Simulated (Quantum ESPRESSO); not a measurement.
# O on top sites of TaN(001): a series in the coverage, part 3 of 10

What law, if any, do the results for O on top sites of TaN(001) follow against the coverage?

Quantum ESPRESSO 7.5; plane-wave DFT, PBE, GBRV ultrasoft pseudopotentials.

So far. Step 2 (Variable-cell relaxation of the reference):  The last row is no step: it is a fresh SCF in the final cell with a new plane-wave basis, +0 meV from the row before.

## 4. Relaxing the ions of the reference

The free molecule gives the reference for adsorption energies.

System of this step: O2 molecule in a box. The cell holds 2 atoms: 2 O. Its edges and angles: a = 11.000 Å, b = 11.500 Å, c = 13.000 Å, α = 90.0°, β = 90.0°, γ = 90.0°. Vacuum lies along a, b and c.

File ref.gas.in:

```
&control
  prefix = 'ref.gas'
  outdir = './out'
  pseudo_dir = './pseudo'
  nstep = 40
  forc_conv_thr = 0.001
  calculation = 'relax'
/
&system
  ibrav = 0
  nat = 2
  ntyp = 1
  ecutwfc = 40
  ecutrho = 200
  occupations = 'smearing'
  smearing = 'gaussian'
  degauss = 0.002
  nspin = 2
  starting_magnetization(1) = 0.5
/
&electrons
  conv_thr = 1e-07
  mixing_beta = 0.4
  electron_maxstep = 120
/
&ions
/
ATOMIC_SPECIES
  O   15.9990  o_pbe_v1.2.uspp.F.UPF
CELL_PARAMETERS angstrom
  11.00000000000000 0.00000000000000 0.00000000000000
  0.00000000000000 11.50000000000000 0.00000000000000
  0.00000000000000 0.00000000000000 13.00000000000000
ATOMIC_POSITIONS crystal
  O   0.500000000000 0.500000000000 0.452692307692
  O   0.500000000000 0.500000000000 0.547307692308
K_POINTS automatic
  1 1 1 0 0 0
```

Launch:

```bash
> OMP_NUM_THREADS=1 mpirun -n 16 pw.x -nk 1 -in ref.gas.in > ref.gas.out
```

Output:

```text
[banner, memory and clock lines left out]
Program PWSCF v.7.5 starts

          URL

     Message from routine setup:
     using ibrav=0 with symmetry is DISCOURAGED, use correct ibrav instead

     bravais-lattice index     =            0
     lattice parameter (alat)  =      20.7870  a.u.
     unit-cell volume          =   11097.6361 (a.u.)^3
     number of atoms/cell      =            2
     number of atomic types    =            1
     number of electrons       =        12.00
     number of Kohn-Sham states=           10
     kinetic-energy cutoff     =      40.0000  Ry
     charge density cutoff     =     200.0000  Ry
     scf convergence threshold =      1.0E-07
     mixing beta               =       0.4000
     number of iterations used =            8  plain     mixing
     energy convergence thresh.=      1.0E-04
     force convergence thresh. =      1.0E-03
     Exchange-correlation= SLA  PW   PBE  PBE
                           (   1   4   3   4   0   0   0)
     nstep                     =           40

     celldm(1)=  20.786987  celldm(2)=   0.000000  celldm(3)=   0.000000
     celldm(4)=   0.000000  celldm(5)=   0.000000  celldm(6)=   0.000000

     crystal axes: (cart. coord. in units of alat)
               a(1) = (   1.000000   0.000000   0.000000 )
               a(2) = (   0.000000   1.045455   0.000000 )
               a(3) = (   0.000000   0.000000   1.181818 )

     reciprocal axes: (cart. coord. in units 2 pi/alat)
               b(1) = (  1.000000  0.000000  0.000000 )
               b(2) = (  0.000000  0.956522  0.000000 )
               b(3) = (  0.000000  0.000000  0.846154 )

     PseudoPot. # 1 for O  read from file:
     ./pseudo/o_pbe_v1.2.uspp.F.UPF
     Pseudo is Ultrasoft + core correction, Zval =  6.0
     Generated by new atomic code, or converted to UPF format
     Using radial grid of  737 points,  5 beta functions with:
                l(1) =   0
                l(2) =   0
                l(3) =   1
                l(4) =   1
                l(5) =   2
     Q(r) pseudized with  8 coefficients,  rinner =    0.900   0.900   0.900
                                                       0.900   0.900

     atomic species   valence    mass     pseudopotential
     O                 6.00    15.99900     O ( 1.00)

     Starting magnetic structure
     atomic species   magnetization
     O               0.500

      8 Sym. Ops., with inversion, found

   Cartesian axes

     site n.     atom                  positions (alat units)
         1        O      tau(   1) = (   0.5000000   0.5227273   0.5350000  )
         2        O      tau(   2) = (   0.5000000   0.5227273   0.6468182  )

     number of k points=     1  Gaussian smearing, width (Ry)=  0.0020
                       cart. coord. in units 2pi/alat
        k(    1) = (   0.0000000   0.0000000   0.0000000), wk =   1.0000000

     Dense  grid:   530123 G-vectors     FFT dimensions: (  96, 100, 120)

     Smooth grid:   379275 G-vectors     FFT dimensions: (  90,  90, 100)

     Generating pointlists ...
     new r_m :   0.0461 (alat units)  0.9588 (a.u.) for type    1

     Initial potential from superposition of free atoms

     starting charge      12.0000, renormalised to      12.0000

     negative rho (up, down):  7.803E-04 2.601E-04
     Starting wfcs are    8 randomized atomic wfcs +    2 random wfcs

     per-process dynamical memory:    31.4 Mb

     Self-consistent Calculation

     iteration #  1     ecut=    40.00 Ry     beta= 0.40
     Davidson diagonalization with overlap
     ethr =  1.00E-02,  avg # of iterations =  7.0

     negative rho (up, down):  1.289E-03 5.000E-04

     total energy              =     -64.20720628 Ry
     estimated scf accuracy    <       0.18699980 Ry

     total magnetization       =     2.00 Bohr mag/cell
     absolute magnetization    =     2.09 Bohr mag/cell

     iteration #  2     ecut=    40.00 Ry     beta= 0.40
     Davidson diagonalization with overlap
     ethr =  1.56E-03,  avg # of iterations =  1.0

     negative rho (up, down):  2.912E-03 9.697E-04

     total energy              =     -64.30095435 Ry
     estimated scf accuracy    <       0.06337020 Ry

     total magnetization       =     2.00 Bohr mag/cell
     absolute magnetization    =     2.07 Bohr mag/cell

     iteration #  3     ecut=    40.00 Ry     beta= 0.40
     Davidson diagonalization with overlap
     ethr =  5.28E-04,  avg # of iterations =  5.0

     negative rho (up, down):  2.765E-03 1.002E-03

     total energy              =     -64.30669347 Ry
     estimated scf accuracy    <       0.00218170 Ry

     total magnetization       =     2.00 Bohr mag/cell
     absolute magnetization    =     2.06 Bohr mag/cell

     iteration #  4     ecut=    40.00 Ry     beta= 0.40
     Davidson diagonalization with overlap
     ethr =  1.82E-05,  avg # of iterations = 10.0

     negative rho (up, down):  2.593E-03 1.018E-03

     total energy              =     -64.30698854 Ry
     estimated scf accuracy    <       0.00004201 Ry

     total magnetization       =     2.00 Bohr mag/cell
     absolute magnetization    =     2.06 Bohr mag/cell

     iteration #  5     ecut=    40.00 Ry     beta= 0.40
     Davidson diagonalization with overlap
     ethr =  3.50E-07,  avg # of iterations =  4.0

     negative rho (up, down):  2.558E-03 1.046E-03

     total energy              =     -64.30702101 Ry
     estimated scf accuracy    <       0.00000531 Ry

     total magnetization       =     2.00 Bohr mag/cell
     absolute magnetization    =     2.06 Bohr mag/cell

     iteration #  6     ecut=    40.00 Ry     beta= 0.40
     Davidson diagonalization with overlap
     ethr =  4.43E-08,  avg # of iterations =  2.0

     negative rho (up, down):  2.570E-03 1.072E-03

     total energy              =     -64.30702614 Ry
     estimated scf accuracy    <       0.00000093 Ry

     total magnetization       =     2.00 Bohr mag/cell
     absolute magnetization    =     2.06 Bohr mag/cell

     iteration #  7     ecut=    40.00 Ry     beta= 0.40
     Davidson diagonalization with overlap
     ethr =  7.76E-09,  avg # of iterations =  2.0

     negative rho (up, down):  2.655E-03 1.116E-03

     Magnetic moment per site  (integrated on atomic sphere of radius R)
     atom   1 (R=0.046)  charge=  2.9869  magn=  0.5797
     atom   2 (R=0.046)  charge=  2.9869  magn=  0.5797

     End of self-consistent calculation

 ------ SPIN UP ------------

          k = 0.0000 0.0000 0.0000 ( 47391 PWs)   bands (ev):

   -32.3554 -20.5777 -13.4161 -13.2716 -13.2716  -6.8948  -6.8947  -0.4635
[...]
total magnetization       =     2.00 Bohr mag/cell
     absolute magnetization    =     2.05 Bohr mag/cell

     iteration #  2     ecut=    40.00 Ry     beta= 0.40
     Davidson diagonalization with overlap
     ethr =  1.90E-06,  avg # of iterations =  2.0

     negative rho (up, down):  2.509E-03 1.333E-03

     total energy              =     -64.30682344 Ry
     estimated scf accuracy    <       0.00002666 Ry

     total magnetization       =     2.00 Bohr mag/cell
     absolute magnetization    =     2.05 Bohr mag/cell

     iteration #  3     ecut=    40.00 Ry     beta= 0.40
     Davidson diagonalization with overlap
     ethr =  2.22E-07,  avg # of iterations =  2.0

     negative rho (up, down):  2.590E-03 1.194E-03

     total energy              =     -64.30682872 Ry
     estimated scf accuracy    <       0.00000441 Ry

     total magnetization       =     2.00 Bohr mag/cell
     absolute magnetization    =     2.05 Bohr mag/cell

     iteration #  4     ecut=    40.00 Ry     beta= 0.40
     Davidson diagonalization with overlap
     ethr =  3.67E-08,  avg # of iterations =  2.0

     negative rho (up, down):  2.586E-03 1.166E-03

     total energy              =     -64.30682996 Ry
     estimated scf accuracy    <       0.00000014 Ry

     total magnetization       =     2.00 Bohr mag/cell
     absolute magnetization    =     2.05 Bohr mag/cell

     iteration #  5     ecut=    40.00 Ry     beta= 0.40
     Davidson diagonalization with overlap
     ethr =  1.16E-09,  avg # of iterations =  2.5

     negative rho (up, down):  2.601E-03 1.164E-03

     Magnetic moment per site  (integrated on atomic sphere of radius R)
     atom   1 (R=0.046)  charge=  2.9314  magn=  0.5689
     atom   2 (R=0.046)  charge=  2.9314  magn=  0.5689

     End of self-consistent calculation

 ------ SPIN UP ------------

          k = 0.0000 0.0000 0.0000 ( 47391 PWs)   bands (ev):

   -32.6792 -20.4509 -13.4600 -13.4086 -13.4086  -6.7656  -6.7655  -0.4638
     0.3482   0.3961

 ------ SPIN DOWN ----------

          k = 0.0000 0.0000 0.0000 ( 47391 PWs)   bands (ev):

   -31.4826 -18.5952 -12.4814 -11.4792 -11.4792  -4.3622  -4.3622  -0.3845
     0.4633   0.4801

     the Fermi energy is    -5.5672 ev

!    total energy              =     -64.30683073 Ry
     estimated scf accuracy    <       0.00000003 Ry
     smearing contrib. (-TS)   =      -0.00000000 Ry
     internal energy E=F+TS    =     -64.30683073 Ry

     The total energy is F=E-TS. E is the sum of the following terms:
     one-electron contribution =    -130.43668169 Ry
     hartree contribution      =      67.09925460 Ry
     xc contribution           =     -14.21738498 Ry
     ewald contribution        =      13.24798135 Ry

     total magnetization       =     2.00 Bohr mag/cell
     absolute magnetization    =     2.05 Bohr mag/cell

     convergence has been achieved in   5 iterations

     negative rho (up, down):  2.601E-03 1.164E-03

     Forces acting on atoms (cartesian axes, Ry/au):

     atom    1 type  1   force =     0.00000000    0.00000000   -0.02923837
     atom    2 type  1   force =     0.00000000    0.00000000    0.02923837

     Total force =     0.041349     Total SCF correction =     0.000400
     Energy error            =      2.0E-04 Ry
     Gradient error          =      2.9E-02 Ry/Bohr

     number of scf cycles    =   2
     number of bfgs steps    =   1

     energy             old  =     -64.3070266602 Ry
     energy             new  =     -64.3068307291 Ry

     CASE: energy            _new > energy            _old

     new trust radius        =       0.0052377772 bohr
     new conv_thr            =       0.0000001000 Ry

ATOMIC_POSITIONS (crystal)
O                0.5000000000        0.5000000000        0.4529055163
O                0.5000000000        0.5000000000        0.5470944837

     XML data file
     NEW-OLD atomic charge density approx. for the potential

     negative rho (up, down):  1.608E-03 1.697E-03
     Generating pointlists ...

     per-process dynamical memory:    53.5 Mb

     Self-consistent Calculation

     iteration #  1     ecut=    40.00 Ry     beta= 0.40
     Davidson diagonalization with overlap
     ethr =  1.00E-06,  avg # of iterations =  4.0

     negative rho (up, down):  2.248E-03 1.466E-03

     total energy              =     -64.30709568 Ry
     estimated scf accuracy    <       0.00009848 Ry

     total magnetization       =     2.00 Bohr mag/cell
     absolute magnetization    =     2.05 Bohr mag/cell

     iteration #  2     ecut=    40.00 Ry     beta= 0.40
     Davidson diagonalization with overlap
     ethr =  8.21E-07,  avg # of iterations =  2.0

     negative rho (up, down):  2.415E-03 1.242E-03

     total energy              =     -64.30710647 Ry
     estimated scf accuracy    <       0.00001138 Ry

     total magnetization       =     2.00 Bohr mag/cell
     absolute magnetization    =     2.05 Bohr mag/cell

     iteration #  3     ecut=    40.00 Ry     beta= 0.40
     Davidson diagonalization with overlap
     ethr =  9.49E-08,  avg # of iterations =  2.0

     negative rho (up, down):  2.566E-03 1.117E-03

     total energy              =     -64.30710798 Ry
     estimated scf accuracy    <       0.00000191 Ry

     total magnetization       =     2.00 Bohr mag/cell
     absolute magnetization    =     2.05 Bohr mag/cell

     iteration #  4     ecut=    40.00 Ry     beta= 0.40
     Davidson diagonalization with overlap
     ethr =  1.59E-08,  avg # of iterations =  2.0

     negative rho (up, down):  2.639E-03 1.133E-03

     Magnetic moment per site  (integrated on atomic sphere of radius R)
     atom   1 (R=0.046)  charge=  2.9245  magn=  0.5692
     atom   2 (R=0.046)  charge=  2.9245  magn=  0.5692

     End of self-consistent calculation

 ------ SPIN UP ------------

          k = 0.0000 0.0000 0.0000 ( 47391 PWs)   bands (ev):

   -32.4646 -20.5313 -13.4291 -13.3164 -13.3164  -6.8479  -6.8479  -0.4636
     0.3385   0.3965

 ------ SPIN DOWN ----------

          k = 0.0000 0.0000 0.0000 ( 47391 PWs)   bands (ev):

   -31.2575 -18.6769 -12.4610 -11.3852 -11.3852  -4.4467  -4.4466  -0.3855
     0.4574   0.4791

     the Fermi energy is    -5.5277 ev

!    total energy              =     -64.30710860 Ry
     estimated scf accuracy    <       0.00000006 Ry
     smearing contrib. (-TS)   =      -0.00000000 Ry
     internal energy E=F+TS    =     -64.30710860 Ry

     The total energy is F=E-TS. E is the sum of the following terms:
     one-electron contribution =    -129.95666414 Ry
     hartree contribution      =      66.86516194 Ry
     xc contribution           =     -14.19890742 Ry
     ewald contribution        =      12.98330102 Ry

     total magnetization       =     2.00 Bohr mag/cell
     absolute magnetization    =     2.05 Bohr mag/cell

     convergence has been achieved in   4 iterations

     negative rho (up, down):  2.639E-03 1.133E-03

     Forces acting on atoms (cartesian axes, Ry/au):

     atom    1 type  1   force =     0.00000000    0.00000000    0.00059250
     atom    2 type  1   force =     0.00000000    0.00000000   -0.00059250

     Total force =     0.000838     Total SCF correction =     0.000736
     SCF correction compared to forces is large: reduce conv_thr to get better values
     Energy error            =      8.2E-05 Ry
     Gradient error          =      5.9E-04 Ry/Bohr

     bfgs converged in   3 scf cycles and   1 bfgs steps
     (criteria: energy <  1.0E-04 Ry, force <  1.0E-03 Ry/Bohr)

     End of BFGS Geometry Optimization

     Final energy             =     -64.3071085991 Ry

     File ./out/ref.gas.bfgs deleted, as requested
Begin final coordinates

ATOMIC_POSITIONS (crystal)
O                0.5000000000        0.5000000000        0.4529055163
O                0.5000000000        0.5000000000        0.5470944837
End final coordinates

     XML data file, charge density, pseudopotentials, collected wavefunctions

                                        0.00s GPU  (     144 calls)
```

It took 6.7 s on 16 MPI ranks of Arm Neoverse V2, shared host; peak memory 2.2 GiB.

Step by step:

```csv
step,energy less that of the first step (eV),largest force (eV/Å)
1,0.0000,0.3863
2,0.0027,0.7517
3,-0.0011,0.0152
```

This step gave:

| Quantity | Value |
| --- | --- |
| free energy | -874.9428 eV |
| Fermi energy | -5.528 eV |
| magnetization | 2 μB |
| absolute magnetization | 2.05 μB |
| site moments | 0.5692, 0.5692 μB |

(Continued in part 4 of 10.)

[Logs are printed without paths, hosts, clocks, repeated set-up lines and the standing remarks that a program may print on its own settings, such as how far it seeks lower states.]

[Hosts, paths, dates, database ids (printed as entryN), source tags and the programs' standing remarks are cut or masked in the printed files.]

[Maps of the electrostatic potential energy from Ansatz leave out the sawtooth potential of an applied field or a dipole correction, so their vacuum need not be flat; planar profiles and work functions include it.]
